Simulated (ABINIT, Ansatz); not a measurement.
# Re (Rhenium): phonons by linear response

How does Re (Rhenium) vibrate, and is this structure a minimum?

Main program and level: ABINIT 10.8.3; DFT PBE, scalar-relativistic, plane waves, PseudoDojo norm-conserving pseudopotentials.

Most raw output is cut from this account.

### Step 1. The structure

Symmetry: P6_3/mmc, No. 194, hexagonal system. The conventional cell has a = 2.761 Å, b = 2.761 Å, c = 4.458 Å, α = 90.00°, β = 90.00°, γ = 120.00°. Re has 12 Re at 2.74 to 2.76 Å nearest.

As a file:

```
Re
1.0
     2.76080    0.00000    0.00000
    -1.38040    2.39092    0.00000
     0.00000    0.00000    4.45820
Re
2
Direct
  0.33333 0.66667 0.25000
  0.66667 0.33333 0.75000
```

### Step 2. A probe with smearing

A first run with smearing and empty bands tells whether the crystal has a gap, which decides between fixed occupations and smearing later on.

The input, probe.abi:

```
# ground state
tolvrs 1.0d-08
prtden 1
prtwf 1

# basis, mesh and filling
ecut 30.0
ngkpt 9 9 4
nshiftk 1
shiftk 0.0 0.0 0.0
istwfk *1
occopt 7
tsmear 0.005
nband 23
nstep 100
diemac 9.0
prtebands 0
prtgsr 0

# cell and atoms
acell 3*1.0 Angstrom
rprim 
    2.7608 0.0 0.0
    -1.3804 2.390922935 0.0
    0.0 0.0 4.4582
ntypat 1
znucl 75
natom 2
typat 1 1
xred 
    1/3 2/3 0.25
    2/3 1/3 0.75
pp_dirpath "./pseudo"
pseudos "Re.upf"
```

Started as:

```bash
$ OMP_NUM_THREADS=1 mpirun -n 16 abinit probe.abi > probe.log
```

The job ended after 5.6 s (16 MPI ranks of Arm Neoverse V1, shared host; 87 s of CPU time).

Read from the output:

```
volume per atom   : 14.71 Å³
pressure          : 5.431 GPa
gap on the k-mesh : 0 eV
```

No gap opens on this mesh, so smearing is kept; the printed pressure holds the stress of the finite basis too.

### Step 3. Relaxing the cell and atoms

The harmonic expansion needs vanishing forces, and a free crystal bears no stress, so cell and atoms are brought to rest. Stress is more sensitive to the basis than forces are: the last 3 Ha under the cutoff are smoothed with ecutsm, and the cutoff is raised above that of the later runs.

The input, relax.abi:

```
# relaxation
ionmov 2
optcell 2
dilatmx 1.08
ntime 40
tolmxf 1.0d-05
tolvrs 1.0d-14
prtwf 0
prtden 0
chksymtnons 0

# basis, mesh and filling
ecut 38.0
ecutsm 3.0
ngkpt 12 12 6
nshiftk 1
shiftk 0.0 0.0 0.0
istwfk *1
occopt 7
tsmear 0.01
nband 23
nstep 100
diemac 1000000.0
prtebands 0
prtgsr 0

# cell and atoms
acell 3*1.0 Angstrom
rprim 
    2.7608 0.0 0.0
    -1.3804 2.390922935 0.0
    0.0 0.0 4.4582
ntypat 1
znucl 75
natom 2
typat 1 1
xred 
    1/3 2/3 0.25
    2/3 1/3 0.75
pp_dirpath "./pseudo"
pseudos "Re.upf"
```

Started as:

```bash
$ OMP_NUM_THREADS=1 mpirun -n 16 abinit relax.abi > relax.log
```

It took 57 s on 16 MPI ranks; 15 min of CPU time.

Step by step:

```tsv
step	energy less that of the first step (eV)	largest force (eV/Å)	volume (Å³)
1	0.0000	0.0000	29.43
2	-0.0089	0.0000	29.98
3	-0.0092	0.0000	29.91
4	-0.0092	0.0000	29.91
5	-0.0092	0.0000	29.91
6	-0.0092	0.0000	29.91
```

```tsv
conventional cell, symmetrised	before	after	change
a (Å)	2.761	2.774	+0.5 %
b (Å)	2.761	2.774	+0.5 %
c (Å)	4.458	4.488	+0.7 %
volume (Å³/atom)	14.71	14.95	+1.6 %
```

The relaxed structure:

```
Re
1.0
     2.77391    0.00000    0.00000
    -1.38696    2.40228    0.00000
     0.00000    0.00000    4.48824
Re
2
Direct
  0.33333 0.66667 0.25000
  0.66667 0.33333 0.75000
```

This step gave:

- volume per atom: 14.95 Å³
- pressure: 8.27e-4 GPa

The volume changes by +1.6 % in this run and stands +1.6 % from the first cell.

### Step 4. Self-consistent run for the response

First-order wavefunctions inherit every error of the ground state, hence the very tight tolvrs. Smearing stays on, as the first look found no gap above 0.3 eV.

The input, gs.abi:

```
# ground state
tolvrs 1.0d-16
prtden 1
prtwf 1

# basis, mesh and filling
ecut 30.0
ngkpt 12 12 6
nshiftk 1
shiftk 0.0 0.0 0.0
istwfk *1
occopt 7
tsmear 0.01
nband 23
nstep 100
diemac 1000000.0
prtebands 0
prtgsr 0

# cell and atoms
acell 3*1.0 Angstrom
rprim 
    2.773912257 0.0 0.0
    -1.386956128 2.402278482 0.0
    0.0 0.0 4.488238249
ntypat 1
znucl 75
natom 2
typat 1 1
xred 
    1/3 2/3 0.25
    2/3 1/3 0.75
pp_dirpath "./pseudo"
pseudos "Re.upf"
```

Started as:

```bash
$ OMP_NUM_THREADS=1 mpirun -n 16 abinit gs.abi > gs.log
```

Wall time 10 s (16 MPI ranks).

Read from the output:

| Quantity | Value |
| --- | --- |
| pressure | -0.3346 GPa |

The cell stands at -0.33 GPa: the relaxation ran with a smoothed and higher cutoff, and the difference is a stress of the finite basis.

### Step 5. Zone-centre response

At q = 0 one unit cell holds all displacements. The response is solved for single atoms along the cell's directions, and symmetry skips those that follow from others. The crystal is treated as a metal, which screens a static field, so no field response is asked.

The input, dfpt_gamma.abi:

```

# common to the responses
getwfk_filepath "gso_WFK"
kptopt 2
nqpt 1
qpt 0.0 0.0 0.0
asr 0
chneut 0

# displacements
rfphon 1
rfatpol 1 2
rfdir 1 1 1
tolvrs 1.0d-10
prtwf 0
prtpot 1

# basis, mesh and filling
ecut 30.0
ngkpt 12 12 6
nshiftk 1
shiftk 0.0 0.0 0.0
istwfk *1
occopt 7
tsmear 0.01
nband 23
nstep 100
diemac 1000000.0
prtebands 0
prtgsr 0

# cell and atoms
acell 3*1.0 Angstrom
rprim 
    2.773912257 0.0 0.0
    -1.386956128 2.402278482 0.0
    0.0 0.0 4.488238249
ntypat 1
znucl 75
natom 2
typat 1 1
xred 
    1/3 2/3 0.25
    2/3 1/3 0.75
pp_dirpath "./pseudo"
pseudos "Re.upf"
```

Started as:

```bash
$ OMP_NUM_THREADS=1 mpirun -n 16 abinit dfpt_gamma.abi > dfpt_gamma.log
```

Run time: 43 s. Hardware: 16 MPI ranks; 11 min of CPU time.

Read from the output:

* largest acoustic frequency at the zone centre before the sum rule: -2.72 cm⁻¹
* highest optical zone-centre mode (no LO-TO term): 113.4 cm⁻¹
* lowest optical zone-centre mode: 105.5 cm⁻¹

The acoustic modes at Γ come out as far as 2.7 cm⁻¹ from zero, where they should vanish, a small numerical error.

### Step 6. Phonons on a q mesh

Linear response treats each wavevector of the 3×3×2 mesh in the unit cell; the first-order potentials are kept for the electron-phonon matrix elements.

The input, dfpt_q.abi:

```
ndtset 5

# wavevectors
qpt1 0.3333333333 0.0 0.0
qpt2 0.3333333333 0.3333333333 0.0
qpt3 0.0 0.0 0.5
qpt4 0.3333333333 0.0 0.5
qpt5 0.3333333333 0.3333333333 0.5

# displacements
getwfk_filepath "gso_WFK"
getwfq_filepath "gso_WFK"
kptopt 3
nqpt 1
rfphon 1
rfatpol 1 2
rfdir 1 1 1
tolvrs 1.0d-10
prtwf 0
prtpot 1

# basis, mesh and filling
ecut 30.0
ngkpt 12 12 6
nshiftk 1
shiftk 0.0 0.0 0.0
istwfk *1
occopt 7
tsmear 0.01
nband 23
nstep 100
diemac 1000000.0
prtebands 0
prtgsr 0

# cell and atoms
acell 3*1.0 Angstrom
rprim 
    2.773912257 0.0 0.0
    -1.386956128 2.402278482 0.0
    0.0 0.0 4.488238249
ntypat 1
znucl 75
natom 2
typat 1 1
xred 
    1/3 2/3 0.25
    2/3 1/3 0.75
pp_dirpath "./pseudo"
pseudos "Re.upf"
```

Started as:

```bash
$ OMP_NUM_THREADS=1 mpirun -n 16 abinit dfpt_q.abi > dfpt_q.log
```

It took 15 min on 16 MPI ranks; 4 h of CPU time.

This step gave:

```
lowest mode on the q mesh (acoustic ones at the zone centre apart) : 47.47 cm⁻¹
```

Frequencies (cm⁻¹) before the sum rule at the irreducible wavevectors but Γ, which is solved apart; negative means imaginary. Frequencies by wavevector:

```tsv
q (fractions)	star	mode 1	mode 2	mode 3	mode 4	mode 5	mode 6
0.3333 0 0	6	99.11	104.6	116.1	152.2	169.4	178.2
0.3333 0.3333 0	2	121.7	150.9	150.9	152.9	187.5	187.5
0 0 0.5	1	80.21	80.21	80.21	80.21	161.9	161.9
0.3333 0 0.5	6	112.2	112.2	114.2	114.2	176.6	176.6
0.3333 0.3333 0.5	2	47.47	47.47	154.4	154.4	190.3	190.3
```

### Step 7. Dispersion

anaddb transforms the dynamical matrices to force constants and back along the path; points of the mesh come back as solved, but for the sum rule and, in polar crystals, the LO-TO term at Γ; the rest is interpolation.

The input, anaddb.abi:

```
ddb_filepath "all_DDB"
output_file "anaddb.abo"
outdata_prefix "anaddb"
ifcflag 1
ngqpt 3 3 2
nqshft 1
q1shft 0.0 0.0 0.0
asr 1
chneut 0
dipdip 0
dipquad 0
quadquad 0
enunit 0
eivec 0
nph1l 93
qph1l 
    0.0 0.0 0.0 1.0
    0.05 0.0 0.0 1.0
    0.1 0.0 0.0 1.0
    0.15 0.0 0.0 1.0
    0.2 0.0 0.0 1.0
    0.25 0.0 0.0 1.0
    0.3 0.0 0.0 1.0
    0.35 0.0 0.0 1.0
    0.4 0.0 0.0 1.0
    0.45 0.0 0.0 1.0
    0.5 0.0 0.0 1.0
    0.48333333 0.03333333 0.0 1.0
    0.46666667 0.06666667 0.0 1.0
    0.45 0.1 0.0 1.0
    0.43333333 0.13333333 0.0 1.0
    0.41666667 0.16666667 0.0 1.0
    0.4 0.2 0.0 1.0
    0.38333333 0.23333333 0.0 1.0
    0.36666667 0.26666667 0.0 1.0
    0.35 0.3 0.0 1.0
    0.33333333 0.33333333 0.0 1.0
    0.3 0.3 0.0 1.0
    0.26666667 0.26666667 0.0 1.0
    0.23333333 0.23333333 0.0 1.0
    0.2 0.2 0.0 1.0
    0.16666667 0.16666667 0.0 1.0
    0.13333333 0.13333333 0.0 1.0
    0.1 0.1 0.0 1.0
    0.06666667 0.06666667 0.0 1.0
    0.03333333 0.03333333 0.0 1.0
    0.0 0.0 0.0 1.0
    0.0 0.0 0.05 1.0
    0.0 0.0 0.1 1.0
    0.0 0.0 0.15 1.0
    0.0 0.0 0.2 1.0
    0.0 0.0 0.25 1.0
    0.0 0.0 0.3 1.0
    0.0 0.0 0.35 1.0
    0.0 0.0 0.4 1.0
    0.0 0.0 0.45 1.0
    0.0 0.0 0.5 1.0
    0.05 0.0 0.5 1.0
    0.1 0.0 0.5 1.0
    0.15 0.0 0.5 1.0
    0.2 0.0 0.5 1.0
    0.25 0.0 0.5 1.0
    0.3 0.0 0.5 1.0
    0.35 0.0 0.5 1.0
    0.4 0.0 0.5 1.0
    0.45 0.0 0.5 1.0
    0.5 0.0 0.5 1.0
    0.48333333 0.03333333 0.5 1.0
    0.46666667 0.06666667 0.5 1.0
    0.45 0.1 0.5 1.0
    0.43333333 0.13333333 0.5 1.0
    0.41666667 0.16666667 0.5 1.0
    0.4 0.2 0.5 1.0
    0.38333333 0.23333333 0.5 1.0
    0.36666667 0.26666667 0.5 1.0
    0.35 0.3 0.5 1.0
    0.33333333 0.33333333 0.5 1.0
    0.3 0.3 0.5 1.0
    0.26666667 0.26666667 0.5 1.0
    0.23333333 0.23333333 0.5 1.0
    0.2 0.2 0.5 1.0
    0.16666667 0.16666667 0.5 1.0
    0.13333333 0.13333333 0.5 1.0
    0.1 0.1 0.5 1.0
    0.06666667 0.06666667 0.5 1.0
    0.03333333 0.03333333 0.5 1.0
    0.0 0.0 0.5 1.0
    0.5 0.0 0.5 1.0
    0.5 0.0 0.45 1.0
    0.5 0.0 0.4 1.0
    0.5 0.0 0.35 1.0
    0.5 0.0 0.3 1.0
    0.5 0.0 0.25 1.0
    0.5 0.0 0.2 1.0
    0.5 0.0 0.15 1.0
    0.5 0.0 0.1 1.0
    0.5 0.0 0.05 1.0
    0.5 0.0 0.0 1.0
    0.33333333 0.33333333 0.5 1.0
    0.33333333 0.33333333 0.45 1.0
    0.33333333 0.33333333 0.4 1.0
    0.33333333 0.33333333 0.35 1.0
    0.33333333 0.33333333 0.3 1.0
    0.33333333 0.33333333 0.25 1.0
    0.33333333 0.33333333 0.2 1.0
    0.33333333 0.33333333 0.15 1.0
    0.33333333 0.33333333 0.1 1.0
    0.33333333 0.33333333 0.05 1.0
    0.33333333 0.33333333 0.0 1.0
```

The input, mrgddb.in:

```
all_DDB
merged
6
dfpt_gammao_DDB
dfpt_qo_DS1_DDB
dfpt_qo_DS2_DDB
dfpt_qo_DS3_DDB
dfpt_qo_DS4_DDB
dfpt_qo_DS5_DDB
```

Started as:

```bash
$ mrgddb < mrgddb.in > mrgddb.log
$ OMP_NUM_THREADS=1 anaddb anaddb.abi > anaddb.log
```

Run time: 0.52 s. Hardware: 1 thread.

Numbers from this step:

| Item | Value |
| --- | --- |
| lowest frequency on the path | 0 cm⁻¹ |

Anaddb. Phonon branches along the path, in cm⁻¹:

```tsv
point	branch 1	branch 2	branch 3	branch 4	branch 5	branch 6
Γ	0	0	0	106	113	113
halfway	82	87	115	137	142	157
M	115	116	118	167	188	202
halfway	119	130	134	163	187	196
K	122	151	151	153	188	188
halfway	93	100	121	142	156	162
Γ	0	0	0	106	113	113
halfway	43	43	105	105	109	141
A	80	80	80	80	162	162
halfway	104	104	120	120	160	160
L	98	98	124	124	195	195
halfway	77	77	140	140	193	193
H	48	48	154	154	190	190
halfway	110	110	119	119	165	165
A	80	80	80	80	162	162
jump to L	98	98	124	124	195	195
halfway	101	119	120	141	190	201
M	115	116	118	167	188	202
jump to H	48	48	154	154	190	190
halfway	109	109	136	156	190	190
K	122	151	151	153	188	188
```

All branches are real along the path.

### Step 8. Density of states

Sums over the zone need many more wavevectors than were solved, so the interpolation is sampled on a dense mesh.

The input, anaddb.abi:

```
ddb_filepath "all_DDB"
output_file "anaddb.abo"
outdata_prefix "anaddb"
ifcflag 1
ngqpt 3 3 2
nqshft 1
q1shft 0.0 0.0 0.0
asr 1
chneut 0
dipdip 0
dipquad 0
quadquad 0
prtdos 2
ng2qpt 19 19 10
dosdeltae 4.5563e-06
ntemper 11
temperinc 100.0
tempermin 0.0
```

Started as:

```bash
$ OMP_NUM_THREADS=1 anaddb anaddb.abi > anaddb.log
```

Wall time 0.63 s (1 thread).

Read from the output:

```
share of modes beyond 3i cm⁻¹ on the dense interpolated mesh : 0
zero-point energy per atom                                   : 24.8 meV
heat capacity at 300 K                                       : 24.06 J/(mol atoms K)
vibrational entropy at 300 K                                 : 37.50 J/(mol atoms K)
```

Tetrahedra. Phonon density of states against wavenumber; read off at these points:

```tsv
wavenumber (cm⁻¹)	phonon density of states (1/cm⁻¹/cell)
0.0	0
5.0	2.0e-5
10.0	6.0e-5
15.0	1.4e-4
20.0	3.3e-4
25.0	5.7e-4
30.0	8.4e-4
35.0	0.00118
40.0	0.00169
45.0	0.00224
50.0	0.00298
55.0	0.00435
60.0	0.00608
65.0	0.00802
70.0	0.0103
75.0	0.0130
80.0	0.0164
85.0	0.0209
90.0	0.0276
95.0	0.0408
100.0	0.0549
105.0	0.0674
109.0	0.0760
110.0	0.0710
115.0	0.0906
118.0	0.106
120.0	0.0980
125.0	0.0699
130.0	0.0585
135.0	0.0507
140.0	0.0410
145.0	0.0372
150.0	0.0384
155.0	0.0386
157.0	0.0462
160.0	0.0302
165.0	0.0215
170.0	0.0218
175.0	0.0254
180.0	0.0337
185.0	0.0514
190.0	0.110
195.0	0.0293
200.0	0.0136
205.0	0
```

Harmonic thermodynamic functions per atom, summed over the density of states scaled to three modes an atom; melting is ignored. Thermodynamic functions:

```tsv
T (K)	F_vib (meV/atom)	S (J/mol-atom/K)	C_V (J/mol-atom/K)
0	24.8	0	0
50	24.32	3.626	8.965
100	19.93	13.3	18.4
200	-2.04	27.93	23.02
300	-36.24	37.5	24.06
400	-78.89	44.48	24.44
500	-127.9	49.96	24.62
600	-182.1	54.46	24.72
700	-240.6	58.27	24.78
800	-302.7	61.58	24.82
900	-368.1	64.51	24.84
1000	-436.3	67.12	24.86
```

At 300 K the heat capacity has reached 96 % of the Dulong-Petit value.

### Step 9. A second program

A second program on the same cell, potentials, cutoff and meshes tests the implementation of the phonon response, not its convergence.

This step: DFT PBE, scalar-relativistic, plane waves, PseudoDojo norm-conserving pseudopotentials (Ansatz 0.2.0).

The input, input.yaml:

```yaml
crystal:
  lattice:
    - [2.7739122567, 0.0, 0.0]
    - [-1.3869561284, 2.4022784822, 0.0]
    - [0.0, 0.0, 4.4882382491]
  atoms:
    - { symbol: Re, position: [0.3333333333, 0.6666666667, 0.25] }
    - { symbol: Re, position: [0.6666666667, 0.3333333333, 0.75] }
kpoints:
  mp_grid: { grid: [12, 12, 6] }
hamiltonian:
  xc: pbe
  pseudopotentials: { kind: nc, accuracy: standard }
scf:
  occupations: { method: gaussian, width: 0.27211 }
output:
  eigenvalues: true
basis:
  ecutwfc: 816.342
phonons:
  method: dfpt
  qmesh: [3, 3, 2]
  temperatures: { t_max: 1000, t_step: 50 }
  qpath:
    path:
      - [[0.0, 0.0, 0.0], [0.5, 0.0, 0.0], [0.33333333, 0.33333333, 0.0], [0.0, 0.0, 0.0], [0.0, 0.0, 0.5], [0.5, 0.0, 0.5], [0.33333333, 0.33333333, 0.5], [0.0, 0.0, 0.5]]
      - [[0.5, 0.0, 0.5], [0.5, 0.0, 0.0]]
      - [[0.33333333, 0.33333333, 0.5], [0.33333333, 0.33333333, 0.0]]
    npoints: 10
  electrical_resistivity: { temperatures: [77, 300], mesh: [24, 24, 12] }
```

Started as:

```bash
$ ansatz run input.yaml --threads 16 --pin off --max-ram 32768MiB --backend cpu --events-out ev --progress --plain --runs-dir out
```

Elapsed: 88 s, on 16 threads; peak memory 1.9 GiB.

This step gave:

| Item | Value |
| --- | --- |
| sum-rule residual before enforcement | 3.04e-4 eV/Å² |
| mean frequency | 133.4 cm⁻¹ |
| Debye temperature (second moment) | 257 K |
| logarithmic mean frequency | 128.3 cm⁻¹ |
| lowest optical zone-centre mode | 105.6 cm⁻¹ |
| lowest mode on the q mesh (acoustic ones at the zone centre apart) | 47.51 cm⁻¹ |
| zero-point energy per atom | 24.82 meV |
| heat capacity at 300 K | 24.05 J/(mol atoms K) |
| vibrational entropy at 300 K | 37.51 J/(mol atoms K) |

### Step 10. Side by side: ABINIT PseudoDojo and Ansatz, PseudoDojo

Worked out from the results:

```yaml
root_mean_square_difference: 0.02 cm⁻¹
largest_difference: 0.04 cm⁻¹
root_mean_square_difference_on_the_path: 1.5 cm⁻¹
largest_difference_on_the_path: 7.8 cm⁻¹
```

At the solved wavevectors the largest difference (acoustic modes at Γ apart) is 0.02 % of the highest mode (on the interpolated path 4 %).

### Step 11. Summary of results

- space group after relaxation: P6_3/mmc
- volume per atom: 15.0 Å³
- highest optical zone-centre mode (no LO-TO term): 113.4 cm⁻¹
- lowest optical zone-centre mode: 105.5 cm⁻¹
- q mesh: 3×3×2
- lowest mode on the q mesh (acoustic ones at the zone centre apart): 47.5 cm⁻¹
- zero-point energy per atom: 24.8 meV
- heat capacity at 300 K: 24.1 J/(mol atoms K)
- vibrational entropy at 300 K: 37.5 J/(mol atoms K)
- imaginary modes on the q mesh: none
- largest difference from Ansatz, PseudoDojo: 0.04 cm⁻¹

Re (Rhenium) is dynamically stable on the 3×3×2 mesh; its spectrum reaches 203 cm⁻¹. At the PBE level the optical modes of Re (Rhenium) at the zone centre run from 106 to 113 cm⁻¹. Along axes with an odd number of divisions the mesh misses the zone-boundary points at one half, where instabilities often lie; those are only interpolated. The base run prints -0.33 GPa, mostly the error of a finite basis; the relaxation, with a smoothed and higher cutoff, had brought the cell to rest. ABINIT PseudoDojo and Ansatz, PseudoDojo agree to 0.04 cm⁻¹ (0.02 % of the highest mode compared) on all solved modes but the acoustic ones at Γ. Their interpolated bands part by up to 8 cm⁻¹. These are harmonic frequencies at zero temperature: anharmonic shifts and linewidths and thermal expansion are left out. Spin-orbit coupling is left out, which can matter for the heavy elements here. In a metal the frequencies hang on the k mesh and the smearing, most of all near Kohn anomalies. Ansatz warns that the cutoff lies 17 % under the one recommended for these files; agreement at one cutoff is not convergence. Electron-phonon sums were run after this but are left out, since no second program bore their λ out within 30 %; a λ that a log prints is not taken as a result. The q mesh stands for a supercell only 8.3 Å across, so branches between the solved wavevectors are rough.

[Host names and launcher messages were left out of these logs when they were recorded.]

[Logs are printed without paths, hosts, clocks, repeated set-up lines and the standing remarks that a program may print on its own settings, such as how far it seeks lower states.]

[Hosts, paths, dates, database ids (printed as entryN), source tags and the programs' standing remarks are cut or masked in the printed files.]
